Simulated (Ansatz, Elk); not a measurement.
# How far do independent atoms describe Mg5MnZnPt?

Structure refinements treat a crystal as free atoms side by side. For a made-up structure of Mg5MnZnPt (cell and positions from a PBEsol relaxation) the runs below show what the calculated density changes in F(hkl).

Method: DFT, PBE, all-electron APW+lo, Dirac cores, scalar-relativistic bands, static density, ferromagnetic start, in Elk 11.2.3 (patched build).

The structure was built from a prototype and need not be the compound's stable phase.

### Step 1. Starting point

It takes space group Amm2 (No. 38, orthorhombic). Conventional cell: a = 4.674 Å, b = 5.785 Å, c = 10.238 Å, α = 90.00°, β = 90.00°, γ = 90.00°. Nearest to Pt lie 8 Mg at 2.84 to 2.98 Å and 2 Zn at 2.86 Å and 2 Mn at 2.89 Å. Zn has 10 Mg at 2.81 to 3.07 Å and 2 Pt at 2.86 Å nearest. Mn has 10 Mg at 2.84 to 2.98 Å and 2 Pt at 2.89 Å nearest. Nearest to Mg lie 6 Mg at 2.84 to 2.96 Å and 2 Zn at 2.87 Å and 2 Pt at 2.90 to 2.98 Å and 2 Mn at 2.90 to 2.98 Å. Nearest to Mg lie 8 Mg at 2.83 to 3.05 Å and 2 Mn at 2.84 Å and 2 Zn at 2.89 Å. Nearest to Mg lie 2 Zn at 2.81 to 3.07 Å and 6 Mg at 2.83 to 3.05 Å and 2 Pt at 2.84 Å and 2 Mn at 2.88 Å. Farther neighbours are not listed.

### Step 2. Ground state and structure factors

An all-electron density is needed, since X-rays see the cores too. Task 0 finds the density and task 195 Fourier-transforms it; tshift is off so that phases refer to the origin typed.

Contents of elk.in:

```
tasks
  0
  195
  196

xctype
  20

spinpol
  .true.

rgkmax
  7.0

gmaxvr
  14.0

lmaxo
  7

lmaxapw
  8

swidth
  0.002

tshift
  .false.

ramdisk
  .false.

hmaxvr
  5.5

maxscl
  120

epspot
  1e-06

reducebf
  0.8

sppath
  './'

avec
  8.83224461294 -0.00000000000 -0.00000000000
  -0.00000000000 5.46581872363 9.67342765563
  -0.00000000000 -5.46581872363 9.67342765563

atoms
  4
  'Pt.in'
  1
  0.5000000000 0.6637537097 0.6637537097   0.000000 0.000000 0.000000
  'Zn.in'
  1
  0.0000000000 0.8253873669 0.8253873669   0.000000 0.000000 0.000000
  'Mn.in'
  1
  0.5000000000 0.1666750806 0.1666750806   0.000000 0.000000 -0.175000
  'Mg.in'
  5
  0.5000000000 0.6653678518 0.1559053999   0.000000 0.000000 0.000000
  0.5000000000 0.1559053999 0.6653678518   0.000000 0.000000 0.000000
  0.0000000000 0.3237241344 0.3237241344   0.000000 0.000000 0.000000
  0.0000000000 0.8324809782 0.3439054785   0.000000 0.000000 0.000000
  0.0000000000 0.3439054785 0.8324809782   0.000000 0.000000 0.000000

ngridk
  4 4 4
```

Launch:

```console
$ OMP_NUM_THREADS=4 elk
```

Numbers of over 12 decimals in the logs are rounded to 6 here.

Log:

```text
┌─────────────────────────┐
│ Elk code version 11.2.3 │
└─────────────────────────┘

All units are atomic (Hartree, Bohr, etc.)

┌─────────────────────────────────────────────────┐
│ Ground-state run starting from atomic densities │
└─────────────────────────────────────────────────┘

Lattice vectors :
   8.832244613      -0.000000000      -0.000000000
  -0.000000000       5.465818724       9.673427656
  -0.000000000      -5.465818724       9.673427656

Reciprocal lattice vectors :
  0.7113916770       0.000000000       0.000000000
   0.000000000      0.5747707365      0.3247651986
   0.000000000     -0.5747707365      0.3247651986

Unit cell volume      :    933.9781071
Brillouin zone volume :   0.2655846123

Muffin-tin inner radius fraction :   0.1000000000E-01

Nuclei treated as point charges

Species : 1 (Pt)
 parameters loaded from : Pt.in
 name : platinum
 nuclear charge    :   -78.00000000
 electronic charge :    78.00000000
 atomic mass :    355605.4401
 muffin-tin radius :    2.800000000
 number of radial points in muffin-tin :   1393
 inner part over the whole radius :   0.9946791988E-02
 number on inner part of muffin-tin    :   1000
 approximate nuclear radius :   0.1029052813E-03
 number of mesh points to nuclear radius :    523
 atomic positions (lattice), magnetic fields (Cartesian) :
  1 :   0.50000000  0.66375371  0.66375371    0.00000000  0.00000000  0.00000000

Species : 2 (Zn)
 parameters loaded from : Zn.in
 name : zinc
 nuclear charge    :   -30.00000000
 electronic charge :    30.00000000
 atomic mass :    119233.3130
 muffin-tin radius :    2.400000000
 number of radial points in muffin-tin :    993
 inner part over the whole radius :   0.9843840322E-02
 number on inner part of muffin-tin    :    701
 approximate nuclear radius :   0.7484757725E-04
 number of mesh points to nuclear radius :    337
 atomic positions (lattice), magnetic fields (Cartesian) :
  1 :   0.00000000  0.82538737  0.82538737    0.00000000  0.00000000  0.00000000

Species : 3 (Mn)
 parameters loaded from : Mn.in
 name : manganese
 nuclear charge    :   -25.00000000
 electronic charge :    25.00000000
 atomic mass :    100145.9370
 muffin-tin radius :    2.400000000
 number of radial points in muffin-tin :    993
 inner part over the whole radius :   0.9953723401E-02
 number on inner part of muffin-tin    :    700
 approximate nuclear radius :   0.7074591925E-04
 number of mesh points to nuclear radius :    330
 atomic positions (lattice), magnetic fields (Cartesian) :
  1 :   0.50000000  0.16667508  0.16667508    0.00000000  0.00000000 -0.17500000

Species : 4 (Mg)
 parameters loaded from : Mg.in
 name : magnesium
 nuclear charge    :   -12.00000000
 electronic charge :    12.00000000
 atomic mass :    44305.30466
 muffin-tin radius :    2.200000000
 number of radial points in muffin-tin :    793
 inner part over the whole radius :   0.9941530515E-02
 number on inner part of muffin-tin    :    552
 approximate nuclear radius :   0.5710277704E-04
 number of mesh points to nuclear radius :    241
 atomic positions (lattice), magnetic fields (Cartesian) :
  1 :   0.50000000  0.66536785  0.15590540    0.00000000  0.00000000  0.00000000
  2 :   0.50000000  0.15590540  0.66536785    0.00000000  0.00000000  0.00000000
  3 :   0.00000000  0.32372413  0.32372413    0.00000000  0.00000000  0.00000000
  4 :   0.00000000  0.83248098  0.34390548    0.00000000  0.00000000  0.00000000
  5 :   0.00000000  0.34390548  0.83248098    0.00000000  0.00000000  0.00000000

Total number of atoms per unit cell :    8
Total muffin-tin volume :    430.7751847
 ratio of muffin-tin to unit cell volume :   0.4612262122

Spin treatment :
 spin-polarised
 global magnetic field (Cartesian) :    0.000000000       0.000000000       0.000000000
 collinear magnetisation in z-direction

Number of Bravais lattice symmetries :    8
Number of crystal symmetries         :    4
Crystal has no inversion symmetry
Complex Hermitian eigensolver will be used

[...]
Energies :
 Fermi                       :     0.207104
 sum of occupied eigenvalues :     -13572.886319967
 electron kinetic            :      25115.094719400
 core electron kinetic       :      23631.218018102
 Coulomb                     :     -46954.571962633
 Coulomb potential           :     -37953.015435187
 nuclear-nuclear             :     -1814.0213674958
 electron-nuclear            :     -52365.199444726
 Hartree                     :      7224.6488495889
 Madelung                    :     -27978.064245039
 xc potential                :     -734.74256014069
 xc effective B-field        :    -0.223026
 external B-field            :      0.000000
 exchange                    :     -554.06857299834
 correlation                 :     -9.641940
 electron entropic           :    -0.14415839803238E-02
 total energy                :     -22403.189198122
 (external B-field energy excluded from total)

Density of states at Fermi energy :    110.5680308
 (states/Hartree/unit cell)

Estimated indirect band gap :   0.1317867553E-02
 from k-point 3 to k-point 8
Estimated direct band gap   :   0.3747416750E-02
 at k-point 19

Charges :
 core                        :    80.00000000
 valence                     :    113.0000000
 interstitial                :    10.19340528
 muffin-tins (core leakage)
  species : 1 (Pt)
[...]
species : 2 (Zn)
[...]
species : 3 (Mn)
[...]
species : 4 (Mg)
[...]
total in muffin-tins        :    182.8065947
 total calculated charge     :    192.9995766
 total charge                :    193.0000000
 error                       :   0.4233573302E-03

Moments :
 interstitial                :  -0.7234211290E-01
 muffin-tins
  species : 1 (Pt)
[...]
species : 2 (Zn)
[...]
species : 3 (Mn)
[...]
species : 4 (Mg)
[...]
total in muffin-tins        :    3.288766538
 total moment                :    3.216424425

RMS change in Kohn-Sham potential (target) :   0.9941194425E-06 (  0.1000000000E-05)
Absolute change in total energy (target)   :   0.3859960998E-05 (  0.1000000000E-03)

Convergence targets achieved

┌──────────────────┐
│ Loop number : 25 │
└──────────────────┘

Energies :
 Fermi                       :     0.207104
 sum of occupied eigenvalues :     -13572.886318536
 electron kinetic            :      25115.094754661
 core electron kinetic       :      23631.218035703
 Coulomb                     :     -46954.571977131
 Coulomb potential           :     -37953.015440224
 nuclear-nuclear             :     -1814.0213674958
 electron-nuclear            :     -52365.199470423
 Hartree                     :      7224.6488607872
 Madelung                    :     -27978.064257019
 xc potential                :     -734.74259501738
 xc effective B-field        :    -0.223026
 external B-field            :      0.000000
 exchange                    :     -554.06857610165
 correlation                 :     -9.641940
 electron entropic           :    -0.14415982102566E-02
 total energy                :     -22403.189180500
 (external B-field energy excluded from total)

Density of states at Fermi energy :    110.5687628
 (states/Hartree/unit cell)

Estimated indirect band gap :   0.1318461143E-02
 from k-point 3 to k-point 8
Estimated direct band gap   :   0.3748526352E-02
 at k-point 19

Charges :
 core                        :    80.00000000
 valence                     :    113.0000000
 interstitial                :    10.19340269
 muffin-tins (core leakage)
  species : 1 (Pt)
[...]
species : 2 (Zn)
[...]
species : 3 (Mn)
[...]
species : 4 (Mg)
[...]
atom 3                    :    10.59004862     ( -0.9828258873E-07)
   atom 4                    :    10.55989872     ( -0.9828259229E-07)
   atom 5                    :    10.55989872     ( -0.9828259229E-07)
 total in muffin-tins        :    182.8065973
 total calculated charge     :    192.9995766
 total charge                :    193.0000000
 error                       :   0.4233504746E-03

Moments :
 interstitial                :  -0.7235126381E-01
 muffin-tins
  species : 1 (Pt)
[...]
species : 2 (Zn)
[...]
species : 3 (Mn)
[...]
species : 4 (Mg)
[...]
atom 3                    :  -0.3149723322E-01
   atom 4                    :  -0.2366769648E-01
   atom 5                    :  -0.2366769648E-01
 total in muffin-tins        :    3.288767729
 total moment                :    3.216416465

┌──────────────────────────────┐
│ Self-consistent loop stopped │
└──────────────────────────────┘

Warning : core states of species 1 leak from the muffin-tin :   0.1582232984E-03

Wrote STATE.OUT
```

It took 15 min on 4 threads of Arm Neoverse V2, shared host; peak memory 0.77 GiB; 56 min of CPU time.

SFACRHO.OUT:

```text

h k l indices transformed by vhmat matrix:
   1.000000000       0.000000000       0.000000000    
   0.000000000       1.000000000       0.000000000    
   0.000000000       0.000000000       1.000000000    

      h      k      l  multipl.   |H|            Re(F)            Im(F)           |F|

      0      0      0      1   0.0000000       193.00000      0.31161958E-16   193.00000    
      0      1      1      1  0.64953040      -50.372945       54.189354       73.985943    
      0     -1     -1      1  0.64953040      -50.372945      -54.189354       73.985943    
      0      0     -1      2  0.66017712      -18.905217       59.908097       62.820278    
      0      1      0      2  0.66017712      -18.905217      -59.908097       62.820278    
      1      0      0      2  0.71139168      -58.189912      0.13744658E-13   58.189912    
      1     -1     -1      2  0.96331088       22.773597       75.217928       78.589907    
     -1      1      1      2  0.96331088       22.773597      -75.217928       78.589907    
      1      1      0      4  0.97052148       32.557584       27.432775       42.574093    
      1     -1      0      4  0.97052148       32.557584      -27.432775       42.574093    
      0     -1     -2      2   1.1311999       32.412941       2.8941681       32.541896    
      0      1      2      2   1.1311999       32.412941      -2.8941681       32.541896    
      0     -1      1      2   1.1495415       86.322045     -0.10936308E-13   86.322045    
      0     -2     -2      1   1.2990608      -78.570574       39.696737       88.029348    
      0      2      2      1   1.2990608      -78.570574      -39.696737       88.029348    
      0      2      0      2   1.3203542      -75.074817       48.472527       89.363382    
      0     -2      0      2   1.3203542      -75.074817      -48.472527       89.363382    
      1      2      1      4   1.3362977      -62.159254       5.5322695       62.404959
```

Elk indexes on the primitive cell of elk.in and gives |H| = 4π sin θ/λ in inverse bohr. Below, one row stands for each form hkl of the conventional cell (m members, Friedel mates merged), F is for one primitive cell and the density is static (no thermal factor). Free-atom factors are Waasmaier and Kirfel's, and R is Σm||F|−|F'||/Σm|F|.

```csv
hkl,m,sin θ/λ (Å⁻¹),"abs F, DFT",neutral atoms,diff.,abs of complex diff.
002,2,0.098,73.986,73.794,+0.192,0.201
011,4,0.099,62.820,63.089,-0.269,0.269
100,2,0.107,58.190,57.971,+0.218,0.218
102,4,0.145,78.590,78.588,+0.002,0.058
111,8,0.146,42.574,42.716,-0.142,0.151
013,4,0.170,32.542,32.621,-0.079,0.101
020,2,0.173,86.322,86.389,-0.067,0.067
004,2,0.195,88.029,88.342,-0.313,0.317
022,4,0.199,89.363,89.715,-0.352,0.373
113,8,0.201,62.405,62.643,-0.238,0.239
120,4,0.203,51.991,52.055,-0.064,0.064
200,2,0.214,149.293,150.214,-0.921,0.921
104,4,0.223,130.187,131.112,-0.925,0.927
122,8,0.226,129.037,129.849,-0.812,0.821
202,4,0.235,62.474,62.738,-0.265,0.277
211,8,0.236,54.933,55.254,-0.322,0.326
015,4,0.259,51.560,51.842,-0.282,0.297
024,4,0.261,49.585,49.730,-0.144,0.201
```

### Step 3. The magnetisation density

The same run holds the spin density, and task 196 transforms it. The order is that of the start, and no other was tried.

SFACMAG_1.OUT:

```text

h k l indices transformed by vhmat matrix:
   1.000000000       0.000000000       0.000000000    
   0.000000000       1.000000000       0.000000000    
   0.000000000       0.000000000       1.000000000    

      h      k      l  multipl.   |H|            Re(F)            Im(F)           |F|

      0      0      0      1   0.0000000       3.2164166      0.30701763E-17   3.2164166    
      0      1      1      1  0.64953040      -1.5681540       2.8477588       3.2509748    
      0     -1     -1      1  0.64953040      -1.5681540      -2.8477588       3.2509748    
      0      0     -1      2  0.66017712       1.5928377      -2.6925507       3.1284120    
      0      1      0      2  0.66017712       1.5928377       2.6925507       3.1284120    
      1      0      0      2  0.71139168      -3.1650109      0.36839363E-15   3.1650109    
      1     -1     -1      2  0.96331088       1.4739868       2.5527823       2.9477678    
     -1      1      1      2  0.96331088       1.4739868      -2.5527823       2.9477678    
      1      1      0      4  0.97052148      -1.4424772      -2.4171269       2.8148256    
      1     -1      0      4  0.97052148      -1.4424772       2.4171269       2.8148256    
      0     -1     -2      2   1.1311999      -2.5984312     -0.10725614E-01   2.5984533    
      0      1      2      2   1.1311999      -2.5984312      0.10725614E-01   2.5984533    
      0     -1      1      2   1.1495415       2.5346885     -0.98295446E-16   2.5346885    
      0     -2     -2      1   1.2990608      -1.1158114       2.0105967       2.2994639    
      0      2      2      1   1.2990608      -1.1158114      -2.0105967       2.2994639    
      0      2      0      2   1.3203542      -1.1251937       2.0198262       2.3120897
```

The total moment is 3.22 μB a cell; sphere moments: Pt1 0.00, Zn2 -0.01, Mn3 +3.44, Mg4 -0.03, Mg5 -0.03, Mg6 -0.03, Mg7 -0.02, Mg8 -0.02 μB. Polarised neutrons measure spin and orbital magnetisation together; without spin-orbit coupling the run gives the spin part. With nearly all of the moment on one atom, abs F_M/F_M(0) is close to a form factor, set here beside ⟨j0⟩ of the free Mn2+ ion, taken for comparison since the valence isn't defined:

```
hkl  sin θ/λ (Å⁻¹)  abs F_M (μB)  F_M/F_M(0)   ⟨j0⟩
002          0.098         3.251       1.011  0.901
011          0.099         3.128       0.973  0.898
100          0.107         3.165       0.984  0.882
102          0.145         2.948       0.916  0.798
111          0.146         2.815       0.875  0.796
013          0.170         2.598       0.808  0.735
020          0.173         2.535       0.788  0.728
004          0.195         2.299       0.715  0.670
022          0.199         2.312       0.719  0.662
113          0.201         2.262       0.703  0.656
120          0.203         2.257       0.702  0.650
200          0.214         2.043       0.635  0.622
104          0.223         2.039       0.634  0.600
122          0.226         2.067       0.643  0.593
```

(Continued in part 2 of 2.)

[Logs are printed without paths, hosts, clocks, repeated set-up lines and the standing remarks that a program may print on its own settings, such as how far it seeks lower states.]

[Hosts, paths, dates, database ids (printed as entryN), source tags and the programs' standing remarks are cut or masked in the printed files.]
